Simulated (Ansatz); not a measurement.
# How Ni(110) screens a field

Wanted: the response of a Ni(110) slab to a perpendicular field.

Calculated with Ansatz 0.2.0; plane-wave DFT, PBE, Ansatz PAW.

## (1) The system as given

The cell holds 6 atoms: 6 Ni. Cell: a = 3.520 Å, b = 2.489 Å, c = 24.223 Å, α = 90.0°, β = 90.0°, γ = 90.0°. Vacuum lies along c.

## (2) Single point, field 0

A sawtooth potential applies the field, turning back in the middle of the vacuum. With the dipole correction the typed value is the field outside the slab. The induced dipole is small, so the SCF threshold is tight.

input.yaml

```yaml
crystal:
  lattice:
    - [3.52, 0.0, 0.0]
    - [0.0, 2.4890158698, 0.0]
    - [0.0, 0.0, 24.2225396744]
  atoms:
    - { symbol: Ni, position: [0.5, 0.5, 0.3715547635], spin: 0.7 }
    - { symbol: Ni, position: [0.0, 0.0, 0.4229328581], spin: 0.7 }
    - { symbol: Ni, position: [0.5, 0.5, 0.4743109527], spin: 0.7 }
    - { symbol: Ni, position: [0.0, 0.0, 0.5256890473], spin: 0.7 }
    - { symbol: Ni, position: [0.5, 0.5, 0.5770671419], spin: 0.7 }
    - { symbol: Ni, position: [0.0, 0.0, 0.6284452365], spin: 0.7 }
magnetization:
  spin_polarized: true
kpoints:
  mp_grid: { grid: [14, 20, 1] }
hamiltonian:
  xc: pbe
scf:
  occupations: { method: fermi_dirac, width: 0.1 }
  convergence: { dr2_threshold: 1.0e-10 }
efield:
  axis: 3
  dipole_correction: true
  ramp_position: 0.97
  ramp_width: 0.06
  amplitude: 0
output:
  forces: true
  write_potential: true
  write_density: true
  volumetric_format: npy
```

On the command line:

```console
$ ansatz run input.yaml --threads 4 --pin off --max-ram 6144MiB --backend cpu --events-out ev --progress --plain --runs-dir out
```

What it wrote:

```text
Engine: ansatz 0.2.0, aarch64-unknown-linux-gnu
Pseudopotentials: kind: paw
Pseudopotential: Ni, paw, valence charge 18, recommended cutoff 420 eV (normal), Ni.paw.azcp
Functional definition: PBE
  parameter kappa = 0.804
  parameter beta = 0.066725
  exchange = pbe_x(kappa = kappa, mu = beta*pi^2/3)
  correlation = pbe_c(beta = beta)
Crystal: 6 atoms, lattice volume = 212.222 Å³
Basis set: ecut = 420 eV, 4127 PW (Γ), exchange–correlation on 48×36×324 points (8 copies of the dense FFT grid, shifted against one another)
Bands: 68, of which v1, the nominal top of the filled ones, is band 54 counted from 1 (53 counted from 0)
Symmetry: 4 space group operations
k-points: 88 of 280
Non-local potential: Ni, projectors of the file, l = 0: 3, l = 1: 2, l = 2: 3, l = 3: 1
PAW form: soft (Blöchl's): semilocal exchange-correlation on the pseudo side does not see the compensation charge
PAW one-centre angular grid: Ni, 590 points (default); XC on 64 Gauss nodes
Initial density: superposition of atomic densities (neutral atoms: chi_scale 0, normalization atom)
Starting moments: Σ|m| = 4.2 μB on 6 of 6 sites
Initial wavefunctions: pseudopotential atomic-orbital guess
Functional: x = pbe(κ = 0.804, μ = 0.219515), c = pbe(β = 0.066725)
SCF iter   1: F=—  HF=-35030.486242 eV  |F-HF|=—  |Δ(HF+E_count)|=         —  Δρ=3.32e-2 (↑2.49e-2 ↓3.32e-2)  dr2=6.77e0  dr2_m=1.27e0  M=5.107 μB ∫|m|=5.353 μB  β_m=1.00  ethr=3.10e-3  p=0.000 e·Å  D=5.27e-13 V/Å  ΔV_dip=-0.00 eV  dr2_dipole=1.35e-9  V_vac-E_F(+/−)=7.04/7.04 eV  ⟨swp⟩=10.6  Hψ=61562  notcnv=0  defer=259
Mixer restart at iter 1: flushing history
efield: sawtooth ramp at fractional position 0.9700 (set: `efield.ramp_position`, or a place that a band, a saddle search or an elastic batch's reference lends), width 0.0600; the density the first Hamiltonian is built on has a dipole p = 0.000 e·Å; the dipole correction subtracts the counter field D = 5.27e-13 V/Å, which shifts the + side's vacuum level by -0.00 eV against the − side's; the planar-averaged density in the ramp window peaks in size at 6.8e-6 e/Å³
preconditioner: auto → LDOS  [metal: Δε(μ)=0.002 eV  Ē_g=7.159 eV  σ=0.100 eV  W_gap=0.00  n_scr=44 (ndim 8)  ℏωp=19.7 eV  f_vac=0.619  D(μ)=11.90/eV (n_scr^D=116)]
spin=Collinear: LDOS preconditioning applied to the charge; magnetization (m = ρ↑ − ρ↓) channel mixes plain (no charge-response kernel on spin).
SCF iter   2: F=—  HF=-35030.882487 eV  |F-HF|=—  |Δ(HF+E_count)|=   3.96e-1  Δρ=1.38e-2 (↑1.25e-2 ↓1.38e-2)  dr2=1.63e0  dr2_m=1.60e-2  M=4.810 μB ∫|m|=5.281 μB  β_m=0.31  ethr=3.10e-3  p=0.001 e·Å  D=4.55e-4 V/Å  ΔV_dip=-0.01 eV  dr2_dipole=1.04e-4  V_vac-E_F(+/−)=5.97/5.99 eV  ⟨swp⟩=2.7  Hψ=20591  notcnv=0  defer=560
density mixer auto → msr1: a metal under ldos (density of states about μ 3.57 of a free-electron gas's, 44 screened modes)
SCF iter   3: F=—  HF=-35033.070314 eV  |F-HF|=—  |Δ(HF+E_count)|=    2.19e0  Δρ=8.96e-3 (↑5.43e-3 ↓8.96e-3)  dr2=3.43e-1  dr2_m=4.84e-2  M=4.707 μB ∫|m|=5.209 μB  β_m=0.45  ethr=1.51e-3  p=0.000 e·Å  D=3.44e-4 V/Å  ΔV_dip=-0.01 eV  dr2_dipole=3.05e-5  V_vac-E_F(+/−)=5.47/5.48 eV  ⟨swp⟩=2.9  Hψ=19562  notcnv=0  defer=539
SCF iter   4: F=—  HF=-35035.115241 eV  |F-HF|=—  |Δ(HF+E_count)|=    2.04e0  Δρ=1.22e-2 (↑4.52e-3 ↓1.22e-2)  dr2=2.87e-1  dr2_m=6.24e-2  M=4.377 μB ∫|m|=4.932 μB  β_m=0.58  ethr=3.18e-4  p=0.000 e·Å  D=1.77e-4 V/Å  ΔV_dip=-0.00 eV  dr2_dipole=5.72e-6  V_vac-E_F(+/−)=4.95/4.95 eV  ⟨swp⟩=2.9  Hψ=19769  notcnv=0  defer=536
SCF iter   5: F=—  HF=-35035.851923 eV  |F-HF|=—  |Δ(HF+E_count)|=   7.37e-1  Δρ=4.06e-3 (↑1.24e-3 ↓4.06e-3)  dr2=4.18e-2  dr2_m=7.71e-3  M=4.177 μB ∫|m|=4.729 μB  β_m=0.76  ethr=2.66e-4  p=0.000 e·Å  D=1.73e-4 V/Å  ΔV_dip=-0.00 eV  dr2_dipole=1.16e-5  V_vac-E_F(+/−)=4.72/4.72 eV  ⟨swp⟩=2.9  Hψ=22742  notcnv=0  defer=532
SCF iter   6: F=—  HF=-35035.918673 eV  |F-HF|=—  |Δ(HF+E_count)|=   6.68e-2  Δρ=4.82e-3 (↑2.22e-3 ↓4.82e-3)  dr2=6.32e-2  dr2_m=4.16e-3  M=4.090 μB ∫|m|=4.657 μB  β_m=0.79  ethr=3.87e-5  p=-0.000 e·Å  D=-1.31e-4 V/Å  ΔV_dip=0.00 eV  dr2_dipole=1.16e-5  V_vac-E_F(+/−)=4.61/4.61 eV  ⟨swp⟩=2.3  Hψ=22953  notcnv=0  defer=554
SCF iter   7: F=—  HF=-35035.916386 eV  |F-HF|=—  |Δ(HF+E_count)|=   2.29e-3  Δρ=1.49e-3 (↑1.28e-3 ↓1.49e-3)  dr2=1.00e-2  dr2_m=7.01e-4  M=4.072 μB ∫|m|=4.645 μB  β_m=0.66  ethr=3.87e-5  p=0.000 e·Å  D=8.90e-5 V/Å  ΔV_dip=-0.00 eV  dr2_dipole=1.59e-7  V_vac-E_F(+/−)=4.44/4.44 eV  ⟨swp⟩=2.1  Hψ=20654  notcnv=0  defer=565
SCF iter   8: F=—  HF=-35035.917182 eV  |F-HF|=—  |Δ(HF+E_count)|=   7.97e-4  Δρ=2.80e-4 (↑2.30e-4 ↓2.80e-4)  dr2=9.45e-5  dr2_m=9.41e-5  M=4.081 μB ∫|m|=4.652 μB  β_m=0.80  ethr=9.26e-6  p=-0.000 e·Å  D=-2.58e-5 V/Å  ΔV_dip=0.00 eV  dr2_dipole=7.80e-9  V_vac-E_F(+/−)=4.47/4.47 eV  ⟨swp⟩=2.0  Hψ=18462  notcnv=0  defer=555
SCF iter   9: F=—  HF=-35035.917419 eV  |F-HF|=—  |Δ(HF+E_count)|=   2.37e-4  Δρ=2.49e-4 (↑8.40e-5 ↓2.49e-4)  dr2=9.94e-5  dr2_m=3.21e-5  M=4.087 μB ∫|m|=4.659 μB  β_m=0.85  ethr=8.75e-8  p=0.000 e·Å  D=3.41e-5 V/Å  ΔV_dip=-0.00 eV  dr2_dipole=5.29e-7  V_vac-E_F(+/−)=4.48/4.48 eV  ⟨swp⟩=3.0  Hψ=26777  notcnv=0  defer=555
[...]
SCF iter  13: F=—  HF=-35035.917411 eV  |F-HF|=—  |Δ(HF+E_count)|=   5.52e-7  Δρ=1.47e-5 (↑5.79e-6 ↓1.47e-5)  dr2=6.16e-7  dr2_m=7.30e-8  M=4.085 μB ∫|m|=4.659 μB  β_m=0.87  ethr=3.28e-9  p=0.000 e·Å  D=1.31e-6 V/Å  ΔV_dip=-0.00 eV  dr2_dipole=6.38e-8  V_vac-E_F(+/−)=4.47/4.47 eV  ⟨swp⟩=2.0  Hψ=17524  notcnv=0  defer=555
SCF iter  14: F=—  HF=-35035.917411 eV  |F-HF|=—  |Δ(HF+E_count)|=   2.92e-8  Δρ=5.02e-6 (↑1.99e-6 ↓5.02e-6)  dr2=4.42e-8  dr2_m=1.25e-8  M=4.085 μB ∫|m|=4.659 μB  β_m=0.93  ethr=5.71e-10  p=0.000 e·Å  D=2.84e-7 V/Å  ΔV_dip=-0.00 eV  dr2_dipole=1.42e-11  V_vac-E_F(+/−)=4.47/4.47 eV  ⟨swp⟩=2.3  Hψ=19429  notcnv=0  defer=555
SCF iter  15: F=—  HF=-35035.917411 eV  |F-HF|=—  |Δ(HF+E_count)|=   1.66e-8  Δρ=2.59e-6 (↑1.76e-6 ↓2.59e-6)  dr2=3.18e-8  dr2_m=1.97e-9  M=4.085 μB ∫|m|=4.659 μB  β_m=0.71  ethr=4.09e-11  p=0.000 e·Å  D=1.16e-7 V/Å  ΔV_dip=-0.00 eV  dr2_dipole=1.74e-11  V_vac-E_F(+/−)=4.47/4.47 eV  ⟨swp⟩=2.7  Hψ=23159  notcnv=0  defer=555
SCF iter  16: F=—  HF=-35035.917411 eV  |F-HF|=—  |Δ(HF+E_count)|=   7.12e-9  Δρ=1.19e-6 (↑6.20e-7 ↓1.19e-6)  dr2=3.75e-9  dr2_m=3.41e-10  M=4.085 μB ∫|m|=4.659 μB  β_m=0.61  ethr=2.94e-11  p=-0.000 e·Å  D=-5.77e-7 V/Å  ΔV_dip=0.00 eV  dr2_dipole=4.21e-11  V_vac-E_F(+/−)=4.47/4.47 eV  ⟨swp⟩=2.0  Hψ=16972  notcnv=0  defer=555
SCF iter  17: F=—  HF=-35035.917411 eV  |F-HF|=—  |Δ(HF+E_count)|=  5.75e-10  Δρ=4.83e-7 (↑3.21e-7 ↓4.83e-7)  dr2=4.82e-10  dr2_m=1.23e-10  M=4.085 μB ∫|m|=4.659 μB  β_m=0.80  ethr=3.47e-12  p=-0.000 e·Å  D=-9.52e-8 V/Å  ΔV_dip=0.00 eV  dr2_dipole=1.35e-11  V_vac-E_F(+/−)=4.47/4.47 eV  ⟨swp⟩=2.0  Hψ=17206  notcnv=0  defer=555
SCF iter  18: F=—  HF=-35035.917411 eV  |F-HF|=—  |Δ(HF+E_count)|=  7.49e-10  Δρ=2.42e-7 (↑1.08e-7 ↓2.42e-7)  dr2=1.33e-10  dr2_m=1.80e-11  M=4.085 μB ∫|m|=4.659 μB  β_m=0.82  ethr=1.00e-12  p=-0.000 e·Å  D=-1.15e-7 V/Å  ΔV_dip=0.00 eV  dr2_dipole=4.57e-13  V_vac-E_F(+/−)=4.47/4.47 eV  ⟨swp⟩=2.0  Hψ=16879  notcnv=0  defer=555
SCF iter  19: F=—  HF=-35035.917411 eV  |F-HF|=—  |Δ(HF+E_count)|=  6.55e-11  Δρ=1.66e-7 (↑9.43e-8 ↓1.66e-7)  dr2=7.73e-11  dr2_m=5.67e-12  M=4.085 μB ∫|m|=4.659 μB  β_m=0.73  ethr=1.00e-12  p=0.000 e·Å  D=6.94e-8 V/Å  ΔV_dip=-0.00 eV  dr2_dipole=9.09e-13  V_vac-E_F(+/−)=4.47/4.47 eV  ⟨swp⟩=1.0  Hψ=12083  notcnv=0  defer=555
iter 20 met the thresholds in force, and the SCF goes on: an eigenvalue changes by 0.06 meV, over its tolerance of 0.05 meV (output.eigenvalues, Limitations)
SCF iter  20: F=-35035.917411 eV  HF=-35035.917411 eV  |F-HF|=3.64e-11  |Δ(HF+E_count)|=  2.11e-10  Δρ=6.88e-8 (↑3.87e-8 ↓6.88e-8)  dr2=3.34e-11  dr2_m=1.72e-12  M=4.085 μB ∫|m|=4.659 μB  β_m=0.67  ethr=1.00e-12  p=-0.000 e·Å  D=-8.89e-9 V/Å  ΔV_dip=0.00 eV  dr2_dipole=8.73e-12  V_vac-E_F(+/−)=4.47/4.47 eV  ⟨swp⟩=16.1  Hψ=77703  notcnv=0
SCF iter  21: F=-35035.917411 eV  HF=-35035.917411 eV  |F-HF|=2.91e-10  |Δ(HF+E_count)|=  8.00e-11  Δρ=3.37e-8 (↑1.35e-8 ↓3.37e-8)  dr2=5.06e-12  dr2_m=4.94e-13  M=4.085 μB ∫|m|=4.659 μB  ethr=1.00e-12  p=0.000 e·Å  D=2.50e-10 V/Å  ΔV_dip=-0.00 eV  dr2_dipole=8.41e-13  V_vac-E_F(+/−)=4.47/4.47 eV  ⟨swp⟩=5.9  Hψ=54118  notcnv=0
SCF 1 converged in 21 iterations: F = -35035.917411 eV  dr2 = 5.06e-12
  greatest PAW one-centre occupation: 1.001 electrons in one spin orbital (limit 2), on the Ni atom at site 0 (counted from 0), in its partial waves of l = 1
WARN: The output density's exchange-correlation potential varies sharply where the density is thin. Do not read a vacuum level from v_tot or v_xc, or from such a field of the output density. On a cell that repeats whose density bears no net charge and no dipole along the vacuum's axis use v_es (v_loc + v_h of the components); under efield.dipole_correction with no amplitude use v_es + v_field, which holds any externa [...]
SCF converged after 21 iterations
an eigenvalue changed by more than its tolerance at an iteration that met the thresholds in force, so the SCF went on 1 time: the last check found none over its tolerance
Magnetization: 4.0855 μB (56.0427 up, 51.9573 down)
Absolute magnetization: 4.6631 μB (∫|ρ↑−ρ↓|, with the PAW one-centre terms)
Spin contamination: 0.0565 ħ² per cell (⟨S²⟩ above its minimum at these occupations)
Per-site moments (μB) at R_I (Å): [(0.799600, 1.026719), (0.683847, 1.026719), (0.671328, 1.026719), (0.671328, 1.026719), (0.683847, 1.026719), (0.799600, 1.026719)]
Free energy (F): -35035.917411 eV
Harris-Foulkes:  -35035.917411 eV  (|F-HF|=2.91e-10)
Internal energy: -35035.550869 eV  (E = F + TS)
E sigma→0 (E₀):  -35035.734140 eV
Entropy (-TS):   -0.366543 eV (-61.090 meV/atom)
Fermi energy:    2.551538 eV
Dipole field:    D = 0.000001 V/Å  (p = 0.000001 e·Å, saw-weighted, corrected)
Work function:   Φ+ = 4.4652 eV   Φ− = 4.4652 eV
Levels:          The Fermi level and band energies are counted from a zero that moves with the ramp; work functions are not
--- Per-component energies (eV) ---
  E_band       = -3372.376265
  E_kinetic    = 1688.110595
  E_local      = -255204.572848  (includes V_loc(G=0)·N_el)
  E_nonlocal   = 3826.336596
  E_hartree    = 125067.749577
  E_xc         = -502.694875
  E_vxc        = -647.674216  (∫ρ·V_xc dr)
  E_paw        = -9788.591992  (= ΣΔE_a)
  E_vpaw       = -3170.078500  (= ΣTr[D̂ρ^β])
  E_aug_tail   = 0.003193  (compensation charges beyond the density's cutoff)
  E_efield     = 0.000000  (sawtooth field / dipole correction)
  E_vefield    = 0.000000  (∫n·V_field dr)
  E_ewald      = 99878.108887
  E_smearing   = -0.366543  (= −TS)
  E_closure    = -0.000000  (closes the sum)
  Σ components = -35035.917411   (vs F -35035.917411, Δ=0.00e0)
--- Forces (eV/Å), atoms counted from 1 ---
  atom   1  Ni     0.00000000     0.00000000     0.62415006
  atom   2  Ni     0.00000000     0.00000000    -0.42558536
  atom   3  Ni     0.00000000     0.00000000    -0.25270672
  atom   4  Ni     0.00000000     0.00000000     0.25270570
  atom   5  Ni     0.00000000     0.00000000     0.42558551
  atom   6  Ni     0.00000000     0.00000000    -0.62414986
  max |Σ_I F_I| component: 6.63e-7 eV/Å
--- Band table (eV; the first three rows and the last of 176) ---
  k-point 0 ↑: bands = [... 50 lower, 1.5512, 1.6707, 1.6895, 1.7932, 1.8700, 1.9276, 2.0457, 2.7436, ... 10 higher]
  k-point 1 ↑: bands = [... 50 lower, 1.5821, 1.6804, 1.6960, 1.7141, 1.9086, 1.9396, 1.9947, 2.7864, ... 10 higher]
  k-point 2 ↑: bands = [... 50 lower, 1.6139, 1.6355, 1.6664, 1.7249, 1.8790, 1.9084, 2.0087, 2.9151, ... 10 higher]
  k-point 87 ↓: bands = [... 50 lower, 2.7864, 2.7864, 2.8883, 2.8883, 3.5849, 3.5849, 5.8905, 5.8905, ... 10 higher]
```

Elapsed: 5.4 min, on 4 threads of Arm Neoverse N1, shared host; peak memory 1.8 GiB.

The column dr2 measures how far the density is from self-consistency, as an energy; F and HF (Harris–Foulkes) agree once it is small.

Read from the output:

```yaml
energy_at_zero_smearing: -35035.7341 eV
total_moment: 4.085 μB
site_moments: 0.7996, 0.6838, 0.6713, 0.6713, 0.6838, 0.7996 μB
work_function_upper_face: 4.465 eV
dipole_along_the_normal: 1.41e-6 e·Å
```

Running mean over 1.245 Å of the planar mean; the ramp of the sawtooth is left out. Table of electron's electrostatic potential energy less the Fermi level by z:

| z (Å) | electron's electrostatic potential energy less the Fermi level (eV) |
| --- | --- |
| 3.0 | 4.47 |
| 3.5 | 4.47 |
| 4.0 | 4.47 |
| 4.5 | 4.46 |
| 5.0 | 4.46 |
| 5.5 | 4.46 |
| 6.0 | 4.44 |
| 6.5 | 4.39 |
| 7.0 | 4.21 |
| 7.5 | 3.57 |
| 8.0 | 0.826 |
| 8.5 | -4.73 |
| 9.0 | -8.98 |
| 9.5 | -10.1 |
| 10.0 | -10.3 |
| 10.5 | -10.4 |
| 11.0 | -10.4 |
| 11.5 | -10.4 |
| 12.0 | -10.4 |
| 12.5 | -10.4 |
| 13.0 | -10.4 |
| 13.5 | -10.4 |
| 14.0 | -10.3 |
| 14.5 | -10.2 |
| 15.0 | -9.70 |
| 15.5 | -7.03 |
| 16.0 | -1.46 |
| 16.5 | 2.77 |
| 17.0 | 4.02 |
| 17.5 | 4.34 |
| 18.0 | 4.43 |
| 18.5 | 4.45 |
| 19.0 | 4.46 |
| 19.5 | 4.46 |
| 20.0 | 4.46 |
| 20.5 | 4.47 |
| 21.0 | 4.47 |

Site moment by atom:

```
atom  site moment (μB)
 Ni1             0.800
 Ni2             0.684
 Ni3             0.671
 Ni4             0.671
 Ni5             0.684
 Ni6             0.800
```

Force by atom:

```csv
atom,x (eV/Å),y (eV/Å),z (eV/Å),size
Ni1,0.000,0.000,0.624,0.624
Ni2,0.000,0.000,-0.426,0.426
Ni3,0.000,0.000,-0.253,0.253
Ni4,0.000,0.000,0.253,0.253
Ni5,0.000,0.000,0.426,0.426
Ni6,0.000,0.000,-0.624,0.624
```

The work function of the upper face is 4.47 eV.

## (3) Atoms held, field 0.05 V/Å

Edit input.yaml of step 2 so:

```diff
@@ -26,3 +26,3 @@
   ramp_width: 0.06
-  amplitude: 0
+  amplitude: 0.05
 output:
```

What it wrote:

```text
[...]
Crystal: 6 atoms, lattice volume = 212.222 Å³
Basis set: ecut = 420 eV, 4127 PW (Γ), exchange–correlation on 48×36×324 points (8 copies of the dense FFT grid, shifted against one another)
Bands: 68, of which v1, the nominal top of the filled ones, is band 54 counted from 1 (53 counted from 0)
Symmetry: 4 space group operations
k-points: 88 of 280
[...]
k-point 1 ↑: bands = [... 50 lower, 1.5819, 1.6802, 1.6958, 1.7139, 1.9084, 1.9394, 1.9945, 2.7862, ... 10 higher]
  k-point 2 ↑: bands = [... 50 lower, 1.6137, 1.6353, 1.6662, 1.7247, 1.8788, 1.9082, 2.0085, 2.9149, ... 10 higher]
  k-point 87 ↓: bands = [... 50 lower, 2.7862, 2.7862, 2.8877, 2.8884, 3.5846, 3.5847, 5.8900, 5.8906, ... 10 higher]
[key lines of the parts left out:]
SCF converged after 21 iterations
Magnetization: 4.0855 μB (56.0427 up, 51.9573 down)
Free energy (F): -35035.917969 eV
Fermi energy:    2.551333 eV
Dipole field:    D = 0.019020 V/Å  (p = 0.022307 e·Å, saw-weighted, corrected)
```

Run time: 5.1 min. Hardware: 4 threads; peak memory 1.8 GiB; 20 min of CPU time.

The dipole is 0.0223 e·Å.

## (4) Single point, field -0.05 V/Å

Edit input.yaml of step 3 so:

```diff
@@ -26,3 +26,3 @@
   ramp_width: 0.06
-  amplitude: 0.05
+  amplitude: -0.05
 output:
```

What it wrote:

```text
[...]
Crystal: 6 atoms, lattice volume = 212.222 Å³
Basis set: ecut = 420 eV, 4127 PW (Γ), exchange–correlation on 48×36×324 points (8 copies of the dense FFT grid, shifted against one another)
Bands: 68, of which v1, the nominal top of the filled ones, is band 54 counted from 1 (53 counted from 0)
Symmetry: 4 space group operations
k-points: 88 of 280
[...]
k-point 1 ↑: bands = [... 50 lower, 1.5819, 1.6802, 1.6958, 1.7139, 1.9084, 1.9394, 1.9945, 2.7862, ... 10 higher]
  k-point 2 ↑: bands = [... 50 lower, 1.6137, 1.6353, 1.6662, 1.7247, 1.8788, 1.9082, 2.0085, 2.9149, ... 10 higher]
  k-point 87 ↓: bands = [... 50 lower, 2.7862, 2.7862, 2.8877, 2.8884, 3.5846, 3.5847, 5.8900, 5.8906, ... 10 higher]
[key lines of the parts left out:]
SCF converged after 20 iterations
Magnetization: 4.0855 μB (56.0427 up, 51.9573 down)
Free energy (F): -35035.917969 eV
Fermi energy:    2.551333 eV
Dipole field:    D = -0.019027 V/Å  (p = -0.022316 e·Å, saw-weighted, corrected)
```

Run time: 4.9 min. Hardware: 4 threads; peak memory 1.8 GiB.

The dipole is -0.0223 e·Å.

## (5) Atoms held, field 0.1 V/Å

Edit input.yaml of step 4 so:

```diff
@@ -26,3 +26,3 @@
   ramp_width: 0.06
-  amplitude: -0.05
+  amplitude: 0.1
 output:
```

What it wrote:

```text
[...]
Crystal: 6 atoms, lattice volume = 212.222 Å³
Basis set: ecut = 420 eV, 4127 PW (Γ), exchange–correlation on 48×36×324 points (8 copies of the dense FFT grid, shifted against one another)
Bands: 68, of which v1, the nominal top of the filled ones, is band 54 counted from 1 (53 counted from 0)
Symmetry: 4 space group operations
k-points: 88 of 280
[...]
k-point 1 ↑: bands = [... 50 lower, 1.5813, 1.6796, 1.6952, 1.7133, 1.9078, 1.9387, 1.9939, 2.7854, ... 10 higher]
  k-point 2 ↑: bands = [... 50 lower, 1.6131, 1.6347, 1.6655, 1.7241, 1.8781, 1.9076, 2.0079, 2.9142, ... 10 higher]
  k-point 87 ↓: bands = [... 50 lower, 2.7855, 2.7857, 2.8868, 2.8882, 3.5839, 3.5842, 5.8891, 5.8903, ... 10 higher]
[key lines of the parts left out:]
SCF converged after 21 iterations
Magnetization: 4.0855 μB (56.0427 up, 51.9573 down)
Free energy (F): -35035.919642 eV
Fermi energy:    2.550717 eV
Dipole field:    D = 0.038044 V/Å  (p = 0.044619 e·Å, saw-weighted, corrected)
```

Elapsed: 5 min, on 4 threads; peak memory 1.8 GiB; 20 min of CPU time.

The dipole is 0.0446 e·Å.

## (6) Atoms held, field -0.1 V/Å

Edit input.yaml of step 5 so:

```diff
@@ -26,3 +26,3 @@
   ramp_width: 0.06
-  amplitude: 0.1
+  amplitude: -0.1
 output:
```

What it wrote:

```text
[...]
Crystal: 6 atoms, lattice volume = 212.222 Å³
Basis set: ecut = 420 eV, 4127 PW (Γ), exchange–correlation on 48×36×324 points (8 copies of the dense FFT grid, shifted against one another)
Bands: 68, of which v1, the nominal top of the filled ones, is band 54 counted from 1 (53 counted from 0)
Symmetry: 4 space group operations
k-points: 88 of 280
[...]
k-point 1 ↑: bands = [... 50 lower, 1.5813, 1.6796, 1.6952, 1.7133, 1.9078, 1.9387, 1.9939, 2.7854, ... 10 higher]
  k-point 2 ↑: bands = [... 50 lower, 1.6131, 1.6347, 1.6655, 1.7241, 1.8781, 1.9076, 2.0079, 2.9142, ... 10 higher]
  k-point 87 ↓: bands = [... 50 lower, 2.7855, 2.7857, 2.8868, 2.8882, 3.5839, 3.5842, 5.8891, 5.8903, ... 10 higher]
[key lines of the parts left out:]
SCF converged after 21 iterations
Magnetization: 4.0855 μB (56.0427 up, 51.9573 down)
Free energy (F): -35035.919642 eV
Fermi energy:    2.550716 eV
Dipole field:    D = -0.038053 V/Å  (p = -0.044629 e·Å, saw-weighted, corrected)
```

The job ended after 5 min (4 threads; peak memory 1.8 GiB).

The dipole is -0.0446 e·Å.

[end of part 1 of 2]

[Long decimals in the printed logs are rounded to 6 places.]

[Logs are printed without paths, hosts, clocks, repeated set-up lines and the standing remarks that a program may print on its own settings, such as how far it seeks lower states.]

[Hosts, paths, dates, database ids (printed as entryN), source tags and the programs' standing remarks are cut or masked in the printed files.]

[Maps of the electrostatic potential energy from Ansatz leave out the sawtooth potential of an applied field or a dipole correction, so their vacuum need not be flat; planar profiles and work functions include it.]
